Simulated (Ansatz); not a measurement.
# Free carriers and the phonons of SnSe2 (P-3m1)

Aim: how far do free carriers move the optical modes of SnSe2 (P-3m1)?

Calculated with Ansatz 0.2.0; DFT PBE+D3(BJ), scalar-relativistic, plane waves, PAW; PAW set soft_1.

### Step 1. The structure

The structure is trigonal, space group P-3m1 (No. 164). The conventional cell has a = 3.811 Å, b = 3.811 Å, c = 6.136 Å, α = 90.00°, β = 90.00°, γ = 120.00°. Se has 3 Sn at 2.68 Å nearest. Sn has 6 Se at 2.68 Å nearest. Farther neighbours and most contacts between anions are not listed.

Structure file:

```cif
data_structure
_symmetry_space_group_name_H-M 'P-3m1'
_symmetry_Int_Tables_number 164
_cell_length_a 3.8110
_cell_length_b 3.8110
_cell_length_c 6.1360
_cell_angle_alpha 90.000
_cell_angle_beta 90.000
_cell_angle_gamma 120.000
_cell_volume 77.18
loop_
_atom_site_label
_atom_site_type_symbol
_atom_site_symmetry_multiplicity
_atom_site_Wyckoff_symbol
_atom_site_fract_x
_atom_site_fract_y
_atom_site_fract_z
_atom_site_occupancy
Se1 Se 2 d 0.33333 0.66667 0.24900 1
Sn1 Sn 1 a 0.00000 0.00000 0.00000 1
```

### Step 2. A rough relaxation first

The start is far from rest, so a relaxation with loose tolerances brings it close first.

Input file input.yaml:

```yaml
crystal:
  lattice:
    - [3.811, 0.0, 0.0]
    - [-1.9055, 3.3004228138, 0.0]
    - [0.0, 0.0, 6.136]
  atoms:
    - { symbol: Se, position: [0.33333333, 0.66666667, 0.249] }
    - { symbol: Se, position: [0.66666667, 0.33333333, 0.751] }
    - { symbol: Sn, position: [0.0, 0.0, 0.0] }
kpoints:
  mp_grid: { grid: [6, 6, 4] }
hamiltonian:
  xc: pbe
  dispersion: d3bj
  pseudopotentials: { kind: paw, azcp: { folder: soft_1 } }
scf:
  occupations: { method: gaussian, width: 0.1 }
output:
  forces: true
  stress: true
  eigenvalues: true
relax:
  adjacent_minimum: "off"
  f_tol: 0.05
  max_steps: 80
  cell: { stress_tol: 0.5 }
```

The run is started by

```sh
$ ansatz run input.yaml --threads 4 --pin off --max-ram 16384MiB --backend cpu --events-out ev --progress --plain --runs-dir out
```

Numbers of over 12 decimals in the logs are rounded to 6 here.

Output:

```text
The last accepted step is kept in <dir> (removed where the run ends without a failure and the disk answers)
Engine: ansatz 0.2.0, aarch64-unknown-linux-gnu
Pseudopotentials: kind: paw
Pseudopotential: Se, paw, valence charge 16, recommended cutoff 420 eV (normal), soft_1/Se.paw.azcp
Pseudopotential: Sn, paw, valence charge 14, recommended cutoff 420 eV (normal), soft_1/Sn.paw.azcp
Functional definition: PBE
[...]
F+E_penalty+E_count = -16964.50885191 eV   max|allowed force component| = 1.172e-2 eV/Å   (the final SCF, on the basis selected at the relaxed cell)
  cell:  # Å, volume = 76.9116 Å³
    - [3.838744, 0.0, -5.1425496855199804e-18]
    - [-1.919372, 3.324450, 2.571274842759989e-18]
    - [-8.279896318671776e-18, 0, 6.026743]
  atoms:
    - { symbol: Se, position: [0.333333, 0.666667, 0.264540] }
    - { symbol: Se, position: [0.666667, 0.333333, 0.735460] }
    - { symbol: Sn, position: [0, 0, 0] }
[key lines of the parts left out:]
SCF converged after 4 iterations
Free energy (F): -16964.508852 eV
Fermi energy:    8.349635 eV
P = ⅓ Tr σ = -0.0122 GPa (-0.122 kbar)
```

Run time: 3.9 s. Hardware: 4 threads of Arm Neoverse V2, shared host; peak memory 0.4 GiB; 14 s of CPU time.

Relaxation path:

| step | energy less that of the first step (eV) | largest force component (eV/Å) | pressure (GPa) | volume (Å³) |
| --- | --- | --- | --- | --- |
| 1 | 0.0000 | 0.7909 | 3.25 | 77.18 |
| 2 | 0.0878 | 1.0504 | -3.24 | 77.53 |
| 3 | -0.0627 | 0.0891 | -0.43 | 77.44 |
| 4 | -0.0641 | 0.0117 | -0.01 | 76.91 |
| 5* | -0.0641 | 0.0117 | -0.01 | 76.91 |

Relaxation steps marked * repeat the geometry before them on a plane-wave basis chosen anew for their cell, so energy and pressure can jump there. Relaxation step 2 was tried and not accepted.

The run keeps the 12 symmetry operations that it works with, so distortions that break them were not tested.

| conventional cell, symmetrised | before | after | change |
| --- | --- | --- | --- |
| a (Å) | 3.811 | 3.839 | +0.7 % |
| b (Å) | 3.811 | 3.839 | +0.7 % |
| c (Å) | 6.136 | 6.027 | -1.8 % |
| volume (Å³/atom) | 25.73 | 25.64 | -0.3 % |

The atoms that moved most (Å, as changes of fractional coordinates times the final cell):

| atom | dx | dy | dz | length |
| --- | --- | --- | --- | --- |
| Se2 | 0.000 | 0.000 | -0.094 | 0.094 |
| Se1 | 0.000 | 0.000 | 0.094 | 0.094 |

The relaxed structure:

```xyz
3
Lattice="3.8387 0.0000 0.0000 -1.9194 3.3244 0.0000 0.0000 0.0000 6.0267" Properties=species:S:1:pos:R:3 pbc="T T T"
Se    0.0000    2.2163    1.5943
Se    1.9194    1.1081    4.4324
Sn    0.0000    0.0000    0.0000
```

This step gave:

| Property | Result |
| --- | --- |
| pressure | -0.01216 GPa |
| volume per atom | 25.64 Å³ |
| gap on the k-mesh | 0.6504 eV |

In this step the volume went from 25.73 to 25.64 Å³/atom.

### Step 3. Bringing the structure to rest

Harmonic phonons are second derivatives at a point where the forces vanish, and they are wanted at zero stress, so atoms and cell are relaxed first.

Input file input.yaml:

```yaml
crystal:
  lattice:
    - [3.8387438957, 0.0, 0.0]
    - [-1.9193719479, 3.3244497323, 0.0]
    - [0.0, 0.0, 6.0267431887]
  atoms:
    - { symbol: Se, position: [0.3333333333, 0.6666666667, 0.2645396747] }
    - { symbol: Se, position: [0.6666666667, 0.3333333333, 0.7354603253] }
    - { symbol: Sn, position: [0.0, 0.0, 0.0] }
kpoints:
  mp_grid: { grid: [9, 9, 6] }
hamiltonian:
  xc: pbe
  dispersion: d3bj
  pseudopotentials: { kind: paw, azcp: { folder: soft_1 } }
scf:
  occupations: { method: gaussian, width: 0.02 }
output:
  forces: true
  stress: true
  eigenvalues: true
  write_density: true
  write_potential: true
  elf: true
  volumetric_format: npy
relax:
  adjacent_minimum: "off"
  f_tol: 0.005
  max_steps: 80
  cell: { stress_tol: 0.05 }
```

Output:

```text
[...]
Crystal: 3 atoms, lattice volume = 76.912 Å³
Basis set: ecut = 420 eV, 1485 PW (Γ), exchange–correlation on 54×54×90 points (8 copies of the dense FFT grid, shifted against one another)
Bands: 28, of which v1, the nominal top of the filled ones, is band 23 counted from 1 (22 counted from 0)
Symmetry: 12 space group operations
[...]
k-points: 62 of 486
[...]
SCF iter   1: F=—  HF=-16964.902925 eV  |F-HF|=—  |Δ(HF+E_count)|=         —  Δρ=3.22e-2  dr2=1.57e0  ethr=3.10e-3  ⟨swp⟩=7.0  Hψ=7909  notcnv=0
[...]
SCF iter   8: F=-16964.519521 eV  HF=-16964.519521 eV  |F-HF|=1.58e-7  |Δ(HF+E_count)|=   3.87e-6  Δρ=7.53e-6  dr2=9.06e-8  ethr=2.17e-10  ⟨swp⟩=13.3  Hψ=13439  notcnv=0
SCF 1 converged in 8 iterations: F = -16964.519521 eV  dr2 = 9.06e-8
[...]
relax step   1: F+E_penalty+E_count = -16964.51952088 eV  Δ(F+E_penalty+E_count) = +0.000e0 eV  max|allowed force component| = 9.896e-4 eV/Å  Δτ_max = 0.0000 Å  P = -0.039 GPa  Ω = 76.912 Å³  (8 SCF iters, dr2 threshold 1.00e-7 eV, accepted)
Crystal: 3 atoms, lattice volume = 76.726 Å³
[...]
SCF iter   5: F=-16964.519579 eV  HF=-16964.519579 eV  |F-HF|=2.54e-9  |Δ(HF+E_count)|=   8.00e-8  Δρ=2.22e-6  dr2=5.32e-9  ethr=4.20e-11  ⟨swp⟩=9.2  Hψ=12516  notcnv=0
SCF 2 converged in 5 iterations: F = -16964.519579 eV  dr2 = 5.32e-9
relax step   2: F+E_penalty+E_count = -16964.51957907 eV  Δ(F+E_penalty+E_count) = -5.819e-5 eV  max|allowed force component| = 2.418e-3 eV/Å  Δτ_max = 0.0033 Å  P = +0.017 GPa  Ω = 76.726 Å³  energy of the carried Pulay correction = +1.282e-5 eV  (5 SCF iters, dr2 threshold 1.93e-8 eV, accepted)
[...]
SCF iter   1: F=—  HF=-16964.519566 eV  |F-HF|=—  |Δ(HF+E_count)|=         —  Δρ=3.03e-6  dr2=6.24e-9  ethr=1.14e-7  ⟨swp⟩=3.0  Hψ=12787  notcnv=0
eigensolver tolerance schedule: the retry pair's looser diagonalisation over-reported the residual by 8393.11 of it (diagonalisation noise at 0.45 of the residual, at the tolerance the schedule requests for it); recorded, not acted on — ethr = c·dr2/N_el stays at c = 1.0e-1
[...]
SCF iter   2: F=—  HF=-16964.519567 eV  |F-HF|=—  |Δ(HF+E_count)|=   1.33e-6  Δρ=1.68e-6  dr2=2.72e-9  ethr=1.36e-11  ⟨swp⟩=3.0  Hψ=3589  notcnv=0
[...]
SCF iter   5: F=-16964.519567 eV  HF=-16964.519567 eV  |F-HF|=0.00e0  |Δ(HF+E_count)|=  6.55e-11  Δρ=6.89e-8  dr2=3.66e-12  ethr=1.00e-12  ⟨swp⟩=6.1  Hψ=7962  notcnv=0
SCF 3 converged in 5 iterations: F = -16964.519567 eV  dr2 = 3.66e-12
relax step   3: F+E_penalty+E_count = -16964.51956706 eV  Δ(F+E_penalty+E_count) = +1.201e-5 eV  max|allowed force component| = 2.418e-3 eV/Å  Δτ_max = 0.0000 Å  P = +0.017 GPa  Ω = 76.726 Å³  stress off target by 3.88e-2 GPa  SCF on the basis re-selected at this cell (its energy is not comparable with the rows above)  (5 SCF iters)
[...]
SCF converged after 5 iterations
Free energy (F): -16964.519567 eV
[...]
Internal energy: -16964.519567 eV  (E = F + TS)
E sigma→0 (E₀):  -16964.519567 eV
Fermi energy:    8.322121 eV
[...]
--- Forces (eV/Å), atoms counted from 1 ---
  atom   1  Se    -0.00000000     0.00000000    -0.00241759
  atom   2  Se    -0.00000000    -0.00000000     0.00241759
  atom   3  Sn     0.00000000     0.00000000     0.00000000
  max |Σ_I F_I| component: 4.63e-18 eV/Å
--- Stress (GPa, compression-positive) ---
        0.038840      -0.000000       0.000000
       -0.000000       0.038840       0.000000
        0.000000      -0.000000      -0.026778
  P = ⅓ Tr σ = 0.0170 GPa (0.170 kbar)
--- Band table (eV; the first three rows and the last of 62) ---
  k-point 0: bands = [... 19 lower, 7.4380, 7.6044, 7.6044, 8.0282, 8.8637, 11.0817, 12.6452, 12.6452, ... 1 higher]
  k-point 1: bands = [... 19 lower, 7.3706, 7.3706, 7.6945, 7.6945, 9.5183, 11.0783, 12.5443, 12.5443, ... 1 higher]
  k-point 2: bands = [... 19 lower, 7.2980, 7.2980, 7.8143, 7.8143, 10.2174, 11.0297, 12.3540, 12.3540, ... 1 higher]
  k-point 61: bands = [... 19 lower, 3.8347, 4.3016, 7.7388, 7.7388, 10.3511, 12.3382, 12.3382, 13.8231, ... 1 higher]
--- Relaxed structure (2 steps of the walk, 2 accepted, 1 SCFs on fresh bases) ---
[...]
cell:  # Å, volume = 76.7259 Å³
    - [3.838142, 2.88629810047543e-11, -2.7784200561032852e-19]
    - [-1.919071, 3.323929, 2.778420056127434e-19]
    - [-4.362058163685807e-19, 2.518435455024839e-19, 6.014077]
  atoms:
    - { symbol: Se, position: [0.333333, 0.666667, 0.265082] }
    - { symbol: Se, position: [0.666667, 0.333333, 0.734918] }
    - { symbol: Sn, position: [0, 0, 0] }
```

It took 5.5 s on 4 threads; peak memory 0.46 GiB.

The steps of the relaxation:

| step | energy less that of the first step (eV) | largest force component (eV/Å) | pressure (GPa) | volume (Å³) |
| --- | --- | --- | --- | --- |
| 1 | 0.0000 | 0.0010 | -0.04 | 76.91 |
| 2 | -0.0001 | 0.0024 | 0.02 | 76.73 |
| 3* | 0.0000 | 0.0024 | 0.02 | 76.73 |

Relaxation steps marked * repeat the geometry before them on a plane-wave basis chosen anew for their cell, so energy and pressure can jump there.

Forces are held to the 12 operations that the run works with; a distortion that breaks them can't arise in this run.

| conventional cell, symmetrised | before | after | change |
| --- | --- | --- | --- |
| a (Å) | 3.839 | 3.838 | -0.0 % |
| b (Å) | 3.839 | 3.838 | -0.0 % |
| c (Å) | 6.027 | 6.014 | -0.2 % |
| volume (Å³/atom) | 25.64 | 25.58 | -0.2 % |

Final coordinates:

```xyz
3
Lattice="3.8381 0.0000 0.0000 -1.9191 3.3239 0.0000 0.0000 0.0000 6.0141" Properties=species:S:1:pos:R:3 pbc="T T T"
Se    0.0000    2.2160    1.5942
Se    1.9191    1.1080    4.4199
Sn    0.0000    0.0000    0.0000
```

Numbers from this step:

| Property | Result |
| --- | --- |
| pressure | 0.01697 GPa |
| gap on the k-mesh | 0.3878 eV |
| volume per atom | 25.58 Å³ |

Valence density in the ac plane at fractional y = 0.333, with atoms of Se within 0.2 Å of it. It is the smooth field of the valence electrons, not physical close to the nuclei.

Values in e/Å³, 21 rows by 14 columns, each cell a mean:
```
 0  0  0  0  0  0  0  0  0  0  0  0  0  0
 0  0  0  0  0  0  0  0  0  0  0  0  0  0
 0  0  0  0  0  0  0  1  1  1  1  1  0  0
 0  0  0  0  0  0  1  1  3  5  4  2  1  0
 0  0  0  0  0  0  1  3 13 32 22  5  1  0
 0  0  0  0  0  0  1  3 17 45 30  6  1  0
 0  0  0  0  0  0  1  2  6 14 10  3  1  0
 0  0  0  0  0  0  0  1  1  2  2  1  0  0
 0  0  0  0  0  0  0  0  1  1  1  0  0  0
 0  0  0  0  0  0  0  0  0  0  0  0  0  0
 0  0  0  0  0  0  0  0  0  0  0  0  0  0
 0  0  0  0  0  0  0  0  0  0  0  0  0  0
 0  0  0  0  0  0  0  0  0  0  0  0  0  0
 0  0  0  0  0  0  0  0  0  0  0  0  0  0
 0  0  0  0  0  0  0  0  0  0  0  0  0  0
 0  0  0  0  0  0  0  0  0  0  0  0  0  0
 0  0  0  0  0  0  0  0  0  0  0  0  0  0
 0  0  0  0  0  0  0  0  0  0  0  0  0  0
 0  0  0  0  0  0  0  0  0  0  0  0  0  0
 0  0  0  0  0  0  0  0  0  0  0  0  0  0
 0  0  0  0  0  0  0  0  0  0  0  0  0  0
```
Columns run along a (3.8 Å), rows up along c (6.0 Å). Atoms in or near the plane, at fractional coordinates: Se at (0.67, 0.73).

Electrostatic potential energy in the ac plane at fractional y = 0.333, with atoms of Se within 0.2 Å of it. With pseudopotentials it is smooth inside the atoms' cores, unlike the true potential.

Values in eV, 21 rows by 14 columns, each cell a mean:
```
 5  2  1  2  4  7  9 10  9  9  9  9  9  8
 7  5  4  4  6  8  8  7  5  3  4  6  8  8
 8  8  7  8  8  8  6 -2 -7 -9 -9 -4  3  7
 9  9  9 10  9  7  0 -9 -6 -1 -3 -9 -4  5
 9 11 11 11 10  6 -5 -7  8 13 11 -2 -8  2
10 11 12 12 10  5 -6 -5  9 13 13  1 -8  2
10 12 12 12 11  7 -2 -8  1  9  5 -6 -6  4
11 12 13 13 12 10  5 -6 -8 -7 -8 -7  1  8
12 13 13 13 13 12 10  5  1 -2 -1  3  8 11
13 13 13 13 13 13 12 11  9  9  9 10 11 12
13 13 13 13 13 13 13 12 12 12 12 12 13 13
12 12 12 12 12 13 13 13 13 13 13 13 13 13
11 11 10 10 11 12 12 13 13 13 13 13 13 12
10  9  8  8  9 11 12 13 13 13 13 13 12 11
 9  7  6  6  8 10 11 12 13 13 13 13 12 11
 8  6  5  5  7 10 11 12 12 13 13 12 12 10
 8  7  6  6  8 10 11 12 12 12 12 12 11 10
 8  7  6  6  8  9 10 11 12 12 12 12 11 10
 7  6  5  5  7  9 10 11 12 12 12 11 10  9
 5  3  1  2  5  7  9 11 11 11 11 11 10  8
 4  1 -1  1  4  7  9 10 11 11 11 11  9  8
```
Columns run along a (3.8 Å; values clipped at the 3rd and 97th percentile), rows up along c (6.0 Å). Atoms in or near the plane, at fractional coordinates: Se at (0.67, 0.73).

ELF in the ac plane at fractional y = 0.333, with atoms of Se within 0.2 Å of it. It is the smooth field of the valence electrons, not physical close to the nuclei.

Ten even steps from '0' (0.02) to '9' (0.85), each cell a mean:
```
22222334555443
32223467777765
43224688878887
53224788656888
63125887412688
62015897312688
52014898656898
41003799999998
20001479999986
00000147898752
01110012454310
24543100010000
56775310000002
68887520000014
78887531000024
78887631000025
78887531000024
67776420000013
45554320000012
33333210000012
22222221121122
```
Columns run along a (3.8 Å), rows up along c (6.0 Å). Atoms in or near the plane, at fractional coordinates: Se at (0.67, 0.73).

In this step the volume went from 25.64 to 25.58 Å³/atom.

### Step 4. Relaxation

The relaxation is repeated from its end, on the mesh and smearing that suit the cell and gap now reached.

input.yaml, the sections that differ from step 3:

```yaml
crystal:
  lattice:
    - [3.8381424236, 0.0, 0.0]
    - [-1.9190712118, 3.3239288422, 0.0]
    - [0.0, 0.0, 6.0140770566]
  atoms:
    - { symbol: Se, position: [0.3333333333, 0.6666666667, 0.2650822181] }
    - { symbol: Se, position: [0.6666666667, 0.3333333333, 0.7349177819] }
    - { symbol: Sn, position: [0.0, 0.0, 0.0] }
kpoints:
  mp_grid: { grid: [12, 12, 6] }
output:
  forces: true
  stress: true
  eigenvalues: true
# hamiltonian, scf, relax: as in step 3
```

Output:

```text
[...]
Crystal: 3 atoms, lattice volume = 76.726 Å³
Basis set: ecut = 420 eV, 1485 PW (Γ), exchange–correlation on 54×54×90 points (8 copies of the dense FFT grid, shifted against one another)
Bands: 28, of which v1, the nominal top of the filled ones, is band 23 counted from 1 (22 counted from 0)
Symmetry: 12 space group operations
[...]
k-points: 100 of 864
[...]
--- Relaxed structure (1 steps of the walk, 1 accepted, 1 SCFs on fresh bases) ---
[...]
cell:  # Å, volume = 76.7259 Å³
    - [3.838142, 0.0, 0.0]
    - [-1.919071, 3.323929, 0.0]
    - [0.0, 0.0, 6.0140770566]
  atoms:
    - { symbol: Se, position: [0.333333, 0.666667, 0.2650822181] }
    - { symbol: Se, position: [0.666667, 0.333333, 0.734918] }
    - { symbol: Sn, position: [0.0, 0.0, 0.0] }
[key lines of the parts left out:]
SCF converged after 5 iterations
Free energy (F): -16964.520383 eV
Fermi energy:    8.346366 eV
P = ⅓ Tr σ = 0.0154 GPa (0.154 kbar)
```

It took 5.7 s on 4 threads; peak memory 0.5 GiB; 22 s of CPU time.

Little changed from the start: no atom moved by 0.005 Å and no cell edge by 0.1 %.

Numbers from this step:

```yaml
pressure: 0.01538 GPa
gap_on_the_k_mesh: 0.3524 eV
```

In this step the volume went from 25.58 to 25.58 Å³/atom.

### Step 5. Tight relaxation

Phonons need small forces and stress, so the relaxation is finished with tight tolerances on 12×12×6 k points.

input.yaml, the sections that differ from step 4:

```yaml
scf:
  occupations: { method: fixed }
output:
  forces: true
  stress: true
  eigenvalues: true
  write_density: true
  write_potential: true
  elf: true
  volumetric_format: npy
relax:
  adjacent_minimum: "off"
  f_tol: 0.001
  max_steps: 60
  cell: { stress_tol: 0.01 }
# crystal, kpoints, hamiltonian: as in step 4
```

Output:

```text
[...]
Crystal: 3 atoms, lattice volume = 76.726 Å³
Basis set: ecut = 420 eV, 1485 PW (Γ), exchange–correlation on 54×54×90 points (8 copies of the dense FFT grid, shifted against one another)
Bands: 28, of which v1, the nominal top of the filled ones, is band 23 counted from 1 (22 counted from 0)
Symmetry: 12 space group operations
[...]
k-points: 100 of 864
[...]
--- Relaxed structure (4 steps of the walk, 3 accepted, 1 SCFs on fresh bases) ---
[...]
cell:  # Å, volume = 76.7200 Å³
    - [3.839631, 0.0, 0.0]
    - [-1.919815, 3.325218, 0]
    - [0.0, 0, 6.008959]
  atoms:
    - { symbol: Se, position: [0.333333, 0.666667, 0.265205] }
    - { symbol: Se, position: [0.666667, 0.333333, 0.734795] }
    - { symbol: Sn, position: [0, 0, 0.0] }
[key lines of the parts left out:]
SCF converged after 5 iterations
Free energy (F): -16964.520392 eV
Fermi energy:    8.176620 eV
P = ⅓ Tr σ = -0.0027 GPa (-0.027 kbar)
```

Elapsed: 13 s, on 4 threads; peak memory 0.5 GiB.

Little changed from the start: no atom moved by 0.005 Å and no cell edge by 0.1 %.

Numbers from this step:

```yaml
pressure: -0.002657 GPa
gap_on_the_k_mesh: 0.3468 eV
volume_per_atom: 25.57 Å³
```

Valence density in the ac plane at fractional y = 0.000, with atoms of Sn within 0.2 Å of it. It is the smooth field of the valence electrons, not physical close to the nuclei.

Ten steps, logarithmic in the rise over the least value, from '0' (0 e/Å³) to '9' (12 e/Å³), each cell a mean:
```
98742111122579
87532111122467
54322222222234
22222222222222
11112222222111
00111222221110
00011222211100
00001112111000
00000111110000
00000000000000
00000000000000
00000011100000
00001111110000
00011222211000
00111222221100
11112222222111
22222222222222
43322222222234
76432211122356
98642111122578
99742111123589
```
Columns run along a (3.8 Å), rows up along c (6.0 Å). Atoms in or near the plane, at fractional coordinates: Sn at (0.00, 0.00).

Electrostatic potential energy in the ac plane at fractional y = 0.000, with atoms of Sn within 0.2 Å of it. With pseudopotentials it is smooth inside the atoms' cores, unlike the true potential.

Ten even steps from '0' (-21 eV) to '9' (13 eV), each cell a mean:
```
97016899875028
41037899886202
01468888887620
56788888888765
88888887888888
99999877889999
99999888889999
99999988999999
99999999999999
99999999999999
99999999999999
99999999999999
99999999999999
99999888899999
99999887889999
88898877888988
67788888888877
12578888888642
10157899887300
95026899885017
99116899874049
```
Columns run along a (3.8 Å; values clipped at the 3rd and 97th percentile), rows up along c (6.0 Å). Atoms in or near the plane, at fractional coordinates: Sn at (0.00, 0.00).

ELF in the ac plane at fractional y = 0.000, with atoms of Sn within 0.2 Å of it. It is the smooth field of the valence electrons, not physical close to the nuclei.

Ten even steps from '0' (0.00) to '9' (0.72), each cell a mean:
```
00133322233310
01234444444321
33345677765433
33357888886433
22357999987432
11247999986421
00147999986310
00125789874200
00012455532100
00000111110000
00000111100000
00012334321000
00024678763100
00136899985210
11247999986311
22357999987432
33357899986433
33346777775433
12334555554332
00233322333310
00133321233200
```
Columns run along a (3.8 Å), rows up along c (6.0 Å). Atoms in or near the plane, at fractional coordinates: Sn at (0.00, 0.00).

The largest force component left is 0.30 meV/Å and the pressure is -0.003 GPa, within the tolerances set. The cell now holds 25.57 Å³/atom.

(Continued in part 2 of 2.)

[Logs are printed without paths, hosts, clocks, repeated set-up lines and the standing remarks that a program may print on its own settings, such as how far it seeks lower states.]

[Hosts, paths, dates, database ids (printed as entryN), source tags and the programs' standing remarks are cut or masked in the printed files.]
